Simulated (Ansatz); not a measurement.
**Is SnMoPd in the AlB2 type a stable metal?**

The plan: relax SnMoPd in the AlB2 type, check its phonons, and, if the lattice is stable, compute its Eliashberg function and ρ(T).

Program: Ansatz 0.2.0. Level of theory: DFT PBE, scalar-relativistic, plane waves, PAW; PAW set soft_1. Results are calculated unless marked as measured.

This is a report of a sequence of runs, with most program output left out.

The structure was built from a prototype and need not be the compound's stable phase.

### 1. The structure

The structure is hexagonal, space group P-6m2 (No. 187). Conventional cell: a = 3.980 Å, b = 3.980 Å, c = 4.179 Å, α = 90.00°, β = 90.00°, γ = 120.00°. Mo has 6 Pd at 3.11 Å and 6 Sn at 3.11 Å nearest. Nearest to Sn lie 3 Pd at 2.30 Å and 6 Mo at 3.11 Å. Nearest to Pd lie 3 Sn at 2.30 Å and 6 Mo at 3.11 Å. Farther neighbours are not listed.

### 2. Rough relaxation

Large forces or a large pressure at the start call for a first relaxation with loose thresholds.

Contents of input.yaml:

```yaml
crystal:
  lattice:
    - [3.98036, 0.0, 0.0]
    - [-1.99018, 3.44709, 0.0]
    - [0.0, 0.0, 4.17938]
  atoms:
    - { symbol: Mo, position: [0.0, 0.0, 0.0] }
    - { symbol: Sn, position: [0.33333333, 0.66666667, 0.5] }
    - { symbol: Pd, position: [0.66666667, 0.33333333, 0.5] }
kpoints:
  mp_grid: { grid: [6, 6, 6] }
hamiltonian:
  xc: pbe
  pseudopotentials: { kind: paw, azcp: { folder: soft_1 } }
scf:
  occupations: { method: gaussian, width: 0.1 }
output:
  forces: true
  stress: true
  eigenvalues: true
relax:
  adjacent_minimum: "off"
  f_tol: 0.05
  max_steps: 80
  cell: { stress_tol: 0.5 }
```

The run is started by

```console
$ ansatz run input.yaml --threads 4 --pin off --max-ram 12288MiB --backend cpu --events-out ev --progress --plain --runs-dir out
```

The job ended after 21 s (4 threads of Intel Xeon at 2.80GHz (Skylake/Cascade Lake), shared host; peak memory 0.47 GiB).

Step by step:

| step | energy less that of the first step (eV) | largest force component (eV/Å) | pressure (GPa) | volume (Å³) |
| --- | --- | --- | --- | --- |
| 1 | 0.0000 | 0.0000 | 14.72 | 57.34 |
| 2 | -0.9801 | 0.0000 | 0.70 | 59.74 |
| 3 | -1.4122 | 0.0000 | -0.26 | 58.29 |
| 4 | -1.7837 | 0.0000 | -0.43 | 56.67 |
| 5 | -2.1153 | 0.0000 | 0.27 | 54.90 |
| 6 | -2.4547 | 0.0000 | 1.25 | 53.23 |
| 7 | -2.6668 | 0.0000 | 3.26 | 51.68 |
| 8 | -2.6839 | 0.0000 | 0.34 | 52.45 |
| 9 | -2.6854 | 0.0000 | -0.13 | 52.55 |
| 10* | -2.6953 | 0.0000 | 0.30 | 52.55 |
| 11 | -2.6958 | 0.0000 | 0.03 | 52.62 |
| 12* | -2.6959 | 0.0000 | 0.03 | 52.62 |

Relaxation steps marked * repeat the geometry before them on a plane-wave basis chosen anew for their cell, so energy and pressure can jump there.

The run keeps the 12 symmetry operations that it works with, so distortions that break them were not tested.

| cell as run | before | after | change |
| --- | --- | --- | --- |
| a (Å) | 3.980 | 4.549 | +14.3 % |
| b (Å) | 3.980 | 4.549 | +14.3 % |
| c (Å) | 4.179 | 2.936 | -29.7 % |
| volume (Å³/atom) | 19.11 | 17.54 | -8.2 % |

The relaxed structure:

```cif
data_structure
_symmetry_space_group_name_H-M 'P 1'
_symmetry_Int_Tables_number 1
_cell_length_a 4.5490
_cell_length_b 4.5490
_cell_length_c 2.9361
_cell_angle_alpha 90.000
_cell_angle_beta 90.000
_cell_angle_gamma 120.000
_cell_volume 52.62
loop_
_atom_site_label
_atom_site_type_symbol
_atom_site_fract_x
_atom_site_fract_y
_atom_site_fract_z
_atom_site_occupancy
Mo1 Mo 0.00000 0.00000 0.00000 1
Sn2 Sn 0.33333 0.66667 0.50000 1
Pd3 Pd 0.66667 0.33333 0.50000 1
```

This step gave:

* pressure: 0.02910 GPa
* volume per atom: 17.54 Å³/atom
* metallic on mesh: yes
* gap on the k-mesh: 0 eV

The largest force is now zero by symmetry and the largest stress component 0.032 GPa.

### 3. Relaxation

Lattice constant and positions set the bands and the force constants, so the cell is relaxed first.

input.yaml, the sections that differ from step 2:

```yaml
crystal:
  lattice:
    - [4.5490304667, 0.0, 0.0]
    - [-2.2745152333, 3.9395759467, 0.0]
    - [0.0, 0.0, 2.9360819829]
  atoms:
    - { symbol: Mo, position: [0.0, 0.0, 0.0] }
    - { symbol: Sn, position: [0.3333333333, 0.6666666667, 0.5] }
    - { symbol: Pd, position: [0.6666666667, 0.3333333333, 0.5] }
kpoints:
  mp_grid: { grid: [9, 9, 10] }
relax:
  adjacent_minimum: "off"
  f_tol: 0.005
  max_steps: 80
  cell: { stress_tol: 0.05 }
# hamiltonian, scf, output: as in step 2
```

It took 22 s on 4 threads; peak memory 0.54 GiB.

Relaxation path:

| step | energy less that of the first step (eV) | largest force component (eV/Å) | pressure (GPa) | volume (Å³) |
| --- | --- | --- | --- | --- |
| 1 | 0.0000 | 0.0000 | 0.01 | 52.62 |
| 2 | 0.0001 | 0.0000 | 0.28 | 52.50 |
| 3 | -0.0004 | 0.0000 | -0.10 | 52.64 |
| 4 | -0.0004 | 0.0000 | 0.05 | 52.59 |
| 5 | -0.0004 | 0.0000 | 0.00 | 52.61 |
| 6 | -0.0004 | 0.0000 | 0.00 | 52.61 |

The log counts 1 steps on a newly chosen plane-wave basis, not all of them marked here; energy and pressure can jump at such steps. Relaxation step 2 was tried and not accepted.

| conventional cell, symmetrised | before | after | change |
| --- | --- | --- | --- |
| a (Å) | 4.549 | 4.555 | +0.1 % |
| b (Å) | 4.549 | 4.555 | +0.1 % |
| c (Å) | 2.936 | 2.927 | -0.3 % |
| volume (Å³/atom) | 17.54 | 17.54 | -0.0 % |

The relaxed structure:

```xyz
3
Lattice="4.5552 0.0000 0.0000 -2.2776 3.9449 0.0000 0.0000 0.0000 2.9274" Properties=species:S:1:pos:R:3 pbc="T T T"
Mo    0.0000    0.0000    0.0000
Sn    0.0000    2.6300    1.4637
Pd    2.2776    1.3150    1.4637
```

This step gave:

```
pressure : -1.47e-4 GPa
```

The largest force is now zero by symmetry and the largest stress component 2.6e-4 GPa.

### 4. Tight relaxation

No force is left; the cell is relaxed once more with another smearing and tight thresholds.

input.yaml, the sections that differ from step 3:

```yaml
crystal:
  lattice:
    - [4.5552152575, 0.0, 0.0]
    - [-2.2776076287, 3.9449321327, 0.0]
    - [0.0, 0.0, 2.9274089255]
  atoms:
    - { symbol: Mo, position: [0.0, 0.0, 0.0] }
    - { symbol: Sn, position: [0.3333333333, 0.6666666667, 0.5] }
    - { symbol: Pd, position: [0.6666666667, 0.3333333333, 0.5] }
scf:
  occupations: { method: methfessel_paxton, width: 0.2 }
relax:
  adjacent_minimum: "off"
  f_tol: 0.001
  max_steps: 60
  cell: { stress_tol: 0.01 }
# kpoints, hamiltonian, output: as in step 3
```

The job ended after 13 s (4 threads; peak memory 0.54 GiB).

Little changed from the start: no atom moved by 0.005 Å and no cell edge by 0.1 %.

Numbers from this step:

* pressure: 0.003558 GPa
* volume per atom: 17.53 Å³/atom

The largest force is now zero by symmetry and the largest stress component 0.0042 GPa, small enough for phonons.

### 5. Phonons: q 2×2×2, k 4×4×6

Before any scattering is computed, the phonons show whether the structure is a minimum.

Contents of input.yaml:

```yaml
crystal:
  lattice:
    - [4.5542859124, 0.0, 0.0]
    - [-2.2771429562, 3.9441272963, 0.0]
    - [0.0, 0.0, 2.9282076121]
  atoms:
    - { symbol: Mo, position: [0.0, 0.0, 0.0] }
    - { symbol: Sn, position: [0.3333333333, 0.6666666667, 0.5] }
    - { symbol: Pd, position: [0.6666666667, 0.3333333333, 0.5] }
kpoints:
  mp_grid: { grid: [4, 4, 6] }
hamiltonian:
  xc: pbe
  pseudopotentials: { kind: paw, azcp: { folder: soft_1 } }
scf:
  occupations: { method: methfessel_paxton, width: 0.2 }
output:
  eigenvalues: true
phonons:
  method: dfpt
  qmesh: [2, 2, 2]
  temperatures: { t_max: 1000, t_step: 50 }
  qpath:
    path:
      - [[0.0, 0.0, 0.0], [0.5, 0.0, 0.0], [0.33333333, 0.33333333, 0.0], [0.0, 0.0, 0.0], [0.0, 0.0, 0.5], [0.5, 0.0, 0.5], [0.33333333, 0.33333333, 0.5], [0.0, 0.0, 0.5]]
      - [[0.5, 0.0, 0.5], [0.5, 0.0, 0.0]]
      - [[0.33333333, 0.33333333, 0.5], [0.33333333, 0.33333333, 0.0]]
    npoints: 10
```

Wall time 29 s (4 threads); peak memory 0.62 GiB; 1.7 min of CPU time.

Numbers from this step:

```yaml
share_of_imaginary_modes_in_the_plain_interpolation_between_solved_wavevectors: 0.0632
highest_frequency_solved_or_plainly_interpolated: 220.4 cm⁻¹
```

Solved on the 2×2×2 mesh alone; all other wavevectors are interpolated. The phonon branches at the labelled points (cm⁻¹):

| point | branch 1 | branch 2 | branch 3 | branch 4 | branch 5 | branch 6 | branch 7 | branch 8 | branch 9 |
| --- | --- | --- | --- | --- | --- | --- | --- | --- | --- |
| Γ | 0 | 0 | 0 | 43 | 118 | 150 | 150 | 214 | 214 |
| halfway | 30 | 35 | 48 | 92 | 110 | 127 | 127 | 206 | 218 |
| M | 28 | 60 | 73 | 94 | 96 | 98 | 146 | 188 | 220 |
| halfway | 38 | 49 | 71 | 91 | 92 | 99 | 154 | 187 | 219 |
| K | 39 | 48 | 72 | 85 | 89 | 99 | 165 | 182 | 217 |
| halfway | 36 | 36 | 49 | 106 | 107 | 120 | 123 | 204 | 218 |
| Γ | 0 | 0 | 0 | 43 | 118 | 150 | 150 | 214 | 214 |
| halfway | -40 | 46 | 46 | 81 | 136 | 136 | 143 | 207 | 207 |
| A | -100 | 82 | 82 | 94 | 107 | 107 | 190 | 200 | 200 |
| halfway | -100 | 72 | 100 | 109 | 119 | 134 | 187 | 192 | 204 |
| L | -92 | 60 | 107 | 128 | 130 | 151 | 182 | 187 | 208 |
| halfway | -90 | 60 | 107 | 135 | 136 | 150 | 172 | 186 | 212 |
| H | -87 | 59 | 108 | 142 | 149 | 152 | 154 | 186 | 214 |
| halfway | -98 | 69 | 102 | 115 | 124 | 137 | 186 | 188 | 206 |
| A | -100 | 82 | 82 | 94 | 107 | 107 | 190 | 200 | 200 |
| jump to L | -92 | 60 | 107 | 128 | 130 | 151 | 182 | 187 | 208 |
| halfway | -32 | 60 | 91 | 112 | 114 | 131 | 155 | 186 | 215 |
| M | 28 | 60 | 73 | 94 | 96 | 98 | 146 | 188 | 220 |
| jump to H | -87 | 59 | 108 | 142 | 149 | 152 | 154 | 186 | 214 |
| halfway | -27 | 54 | 91 | 113 | 115 | 137 | 164 | 174 | 216 |
| K | 39 | 48 | 72 | 85 | 89 | 99 | 165 | 182 | 217 |

Lowest modes at the softest wavevector of the mesh. The modes at q = (0.000, 0.000, 0.500) (shares of kinetic energy by element, %) (negative means imaginary):

| mode | frequency (cm⁻¹) | Mo % | Sn % | Pd % |
| --- | --- | --- | --- | --- |
| 1 | -99.8 | 100 | 0 | 0 |
| 2 | 82.4 | 0 | 51 | 49 |
| 3 | 82.4 | 0 | 51 | 49 |
| 4 | 94.0 | 0 | 5 | 95 |
| 5 | 107.3 | 100 | 0 | 0 |
| 6 | 107.3 | 100 | 0 | 0 |

Displacements in mode 1 (-99.8 cm⁻¹), the largest set to 1, in the home cell:
```
Mo1 0.00 0.00 1.00
Sn2 0.00 0.00 0.00
Pd3 0.00 0.00 0.00
```

Displacements in mode 3 (82.4 cm⁻¹), the largest set to 1, in the home cell (x, y, z of the real part, then of the imaginary part):
```
Mo1  0.00  0.00  0.00  0.00  0.00  0.00
Sn2 -0.96 -0.13  0.00  0.03 -0.19  0.00
Pd3 -1.00 -0.13  0.00  0.03 -0.20  0.00
```

Among the solved wavevectors the lowest mode, translations apart, is -99.8 cm⁻¹, imaginary.

### 6. Phonons by linear response: q 3×3×2, k 6×6×8

An imaginary mode on so few k-points may come from the sampling, so the phonons are repeated with another q and k mesh.

input.yaml, as its differences from that of step 5:

```diff
@@ -10,3 +10,3 @@
 kpoints:
-  mp_grid: { grid: [4, 4, 6] }
+  mp_grid: { grid: [6, 6, 8] }
 hamiltonian:
@@ -20,3 +20,3 @@
   method: dfpt
-  qmesh: [2, 2, 2]
+  qmesh: [3, 3, 2]
   temperatures: { t_max: 1000, t_step: 50 }
```

Elapsed: 1.8 min, on 4 threads; peak memory 0.82 GiB.

Numbers from this step:

```yaml
share_of_imaginary_modes_in_the_plain_interpolation_between_solved_wavevectors: 0.048
highest_frequency_solved_or_plainly_interpolated: 221.2 cm⁻¹
```

Solved on the 3×3×2 mesh alone; all other wavevectors are interpolated. The phonon branches at the labelled points (cm⁻¹):

| point | branch 1 | branch 2 | branch 3 | branch 4 | branch 5 | branch 6 | branch 7 | branch 8 | branch 9 |
| --- | --- | --- | --- | --- | --- | --- | --- | --- | --- |
| Γ | 0 | 0 | 0 | 43 | 115 | 148 | 148 | 213 | 213 |
| halfway | 32 | 41 | 56 | 98 | 108 | 127 | 128 | 203 | 217 |
| M | 30 | 65 | 72 | 95 | 101 | 102 | 148 | 189 | 221 |
| halfway | 40 | 51 | 69 | 86 | 89 | 115 | 156 | 188 | 220 |
| K | 40 | 51 | 67 | 78 | 82 | 119 | 167 | 186 | 219 |
| halfway | 37 | 41 | 57 | 105 | 112 | 115 | 128 | 201 | 218 |
| Γ | 0 | 0 | 0 | 43 | 115 | 148 | 148 | 213 | 213 |
| halfway | 31 | 56 | 56 | 86 | 144 | 145 | 145 | 207 | 207 |
| A | -66 | 82 | 82 | 105 | 139 | 139 | 191 | 201 | 201 |
| halfway | -71 | 72 | 110 | 110 | 142 | 150 | 190 | 193 | 205 |
| L | -65 | 58 | 113 | 125 | 141 | 152 | 180 | 193 | 208 |
| halfway | -67 | 59 | 112 | 131 | 141 | 149 | 170 | 193 | 210 |
| H | -68 | 59 | 111 | 143 | 143 | 144 | 155 | 193 | 211 |
| halfway | -71 | 71 | 111 | 115 | 142 | 151 | 188 | 190 | 206 |
| A | -66 | 82 | 82 | 105 | 139 | 139 | 191 | 201 | 201 |
| jump to L | -65 | 58 | 113 | 125 | 141 | 152 | 180 | 193 | 208 |
| halfway | 34 | 62 | 95 | 112 | 122 | 131 | 160 | 186 | 216 |
| M | 30 | 65 | 72 | 95 | 101 | 102 | 148 | 189 | 221 |
| jump to H | -68 | 59 | 111 | 143 | 143 | 144 | 155 | 193 | 211 |
| halfway | 29 | 52 | 91 | 108 | 117 | 142 | 166 | 176 | 215 |
| K | 40 | 51 | 67 | 78 | 82 | 119 | 167 | 186 | 219 |

Lowest modes at the softest wavevector of the mesh. The modes at q = (-0.333, 0.333, 0.500) (shares of kinetic energy by element, %) (negative means imaginary):

| mode | frequency (cm⁻¹) | Mo % | Sn % | Pd % |
| --- | --- | --- | --- | --- |
| 1 | -68.6 | 87 | 5 | 8 |
| 2 | 66.2 | 0 | 51 | 49 |
| 3 | 112.0 | 2 | 2 | 96 |
| 4 | 118.7 | 10 | 46 | 44 |
| 5 | 141.9 | 100 | 0 | 0 |
| 6 | 152.1 | 81 | 15 | 4 |

Displacements in mode 1 (-68.6 cm⁻¹), the largest set to 1, in the home cell (x, y, z of the real part, then of the imaginary part):
```
Mo1  0.00  0.00  1.00  0.00  0.00 -0.02
Sn2 -0.11  0.06  0.00  0.16 -0.09  0.00
Pd3  0.15 -0.09  0.00  0.20 -0.12  0.00
```

Displacements in mode 5 (141.9 cm⁻¹), the largest set to 1, in the home cell:
```
Mo1 0.58 1.00 0.00
Sn2 0.00 0.00 0.00
Pd3 0.00 0.00 0.00
```

The modes has structure finer than the step of the table below, so its rows give means over 10 cm⁻¹, whole bins alone (the curve runs from -80.6 to 238 cm⁻¹). Peaks (cm⁻¹: height): Mo -66.6: 0.0187, -36.6: 0.00931, 45.5: 0.0135, 141.6: 0.0664; Pd 59.6: 0.0362, 109.6: 0.0401, 211.7: 0.0329; Sn 59.6: 0.0333, 115.6: 0.0193, 189.7: 0.0429, 211.7: 0.0343.

Phonopy on the run's constants, 15x15x19 mesh, Gaussian sigma 2.3 cm⁻¹. The modes by wavenumber; means over each step; values in 1/cm⁻¹/cell:

| wavenumber (cm⁻¹) | Mo | Pd | Sn |
| --- | --- | --- | --- |
| -70 | 0.0105 | 7.9e-4 | 5.2e-4 |
| -60 | 0.0115 | 8.3e-4 | 5.1e-4 |
| -50 | 0.00628 | 4.3e-4 | 2.4e-4 |
| -40 | 0.00603 | 5.6e-4 | 3.3e-4 |
| -30 | 0.00318 | 2.1e-4 | 8.8e-5 |
| -20 | 1.6e-5 | 1.0e-6 | 7.5e-7 |
| -10 | 7.7e-4 | 1.4e-4 | 8.8e-5 |
| 0 | 6.6e-4 | 1.3e-4 | 9.4e-5 |
| 10 | 0.00123 | 2.9e-4 | 2.4e-4 |
| 20 | 0.00553 | 9.6e-4 | 7.9e-4 |
| 30 | 0.00349 | 0.00191 | 0.00320 |
| 40 | 0.00728 | 0.00652 | 0.00950 |
| 50 | 0.0112 | 0.0164 | 0.0163 |
| 60 | 0.00833 | 0.0305 | 0.0273 |
| 70 | 0.00301 | 0.0166 | 0.0128 |
| 80 | 0.00505 | 0.0122 | 0.00736 |
| 90 | 0.0118 | 0.0181 | 0.00709 |
| 100 | 0.0143 | 0.0246 | 0.0111 |
| 110 | 0.0196 | 0.0339 | 0.0153 |
| 120 | 0.0239 | 0.0189 | 0.0184 |
| 130 | 0.0302 | 0.0120 | 0.0116 |
| 140 | 0.0555 | 0.00935 | 0.00995 |
| 150 | 0.0303 | 0.00680 | 0.00913 |
| 160 | 0.00764 | 0.00384 | 0.00568 |
| 170 | 0.00412 | 0.00259 | 0.00959 |
| 180 | 0.00477 | 0.00697 | 0.0207 |
| 190 | 0.00758 | 0.0137 | 0.0353 |
| 200 | 0.00207 | 0.0149 | 0.0176 |
| 210 | 0.00224 | 0.0290 | 0.0303 |
| 220 | 0.00220 | 0.0169 | 0.0187 |
| 230 | 1.9e-5 | 1.2e-4 | 1.4e-4 |

No LO-TO term; unit eigenvectors of the mass-weighted matrix. Modes at Γ, with each element's share of the kinetic energy:

| mode | frequency (cm⁻¹) | symmetry | Mo % | Sn % | Pd % |
| --- | --- | --- | --- | --- | --- |
| 1 | 0.0 | unnamed | 30 | 37 | 33 |
| 2 | 0.0 | unnamed | 30 | 37 | 33 |
| 3 | 0.0 | unnamed | 30 | 37 | 33 |
| 4 | 42.7 | A2'' | 0 | 48 | 51 |
| 5 | 115.2 | A2'' | 70 | 15 | 15 |
| 6 | 147.8 | E' | 69 | 9 | 22 |
| 7 | 147.8 | E' | 69 | 9 | 22 |
| 8 | 212.7 | E' | 1 | 54 | 45 |
| 9 | 212.7 | E' | 1 | 54 | 45 |

Displacements in mode 4 (42.7 cm⁻¹), the largest set to 1:
```
Mo1  0.00  0.00  0.03
Sn2  0.00  0.00 -0.92
Pd3  0.00  0.00  1.00
```

Displacements in mode 9 (212.7 cm⁻¹), the largest set to 1:
```
Mo1 -0.17  0.00  0.00
Sn2  1.00  0.00  0.00
Pd3 -0.96  0.00  0.00
```

Among the solved wavevectors the lowest mode, translations apart, is -68.6 cm⁻¹, imaginary.

### 7. Summary of results

| Item | Value |
| --- | --- |
| phonon run of the rows without a label of their own | PBE, q 3×3×2, k 6×6×8 |
| softest mode on the q mesh | -68.6 cm⁻¹ at q = (-0.333, 0.333, 0.5) |
| highest frequency, solved or plainly interpolated | 221 cm⁻¹ |

**Reading.** The lattice is dynamically unstable at this level: a mode at q = (-0.333, 0.333, 0.5) is imaginary, 68.6i cm⁻¹, so no harmonic coupling constant or resistivity is defined for this structure. These meshes are coarse, and single modes of a metal can move by tens of cm⁻¹ with the k mesh. The phonon runs are not spin-polarised. The structure was built by hand as an ordered model, and its stability against other phases was not tested.

[Logs are printed without paths, hosts, clocks, repeated set-up lines and the standing remarks that a program may print on its own settings, such as how far it seeks lower states.]

[Hosts, paths, dates, database ids (printed as entryN), source tags and the programs' standing remarks are cut or masked in the printed files.]
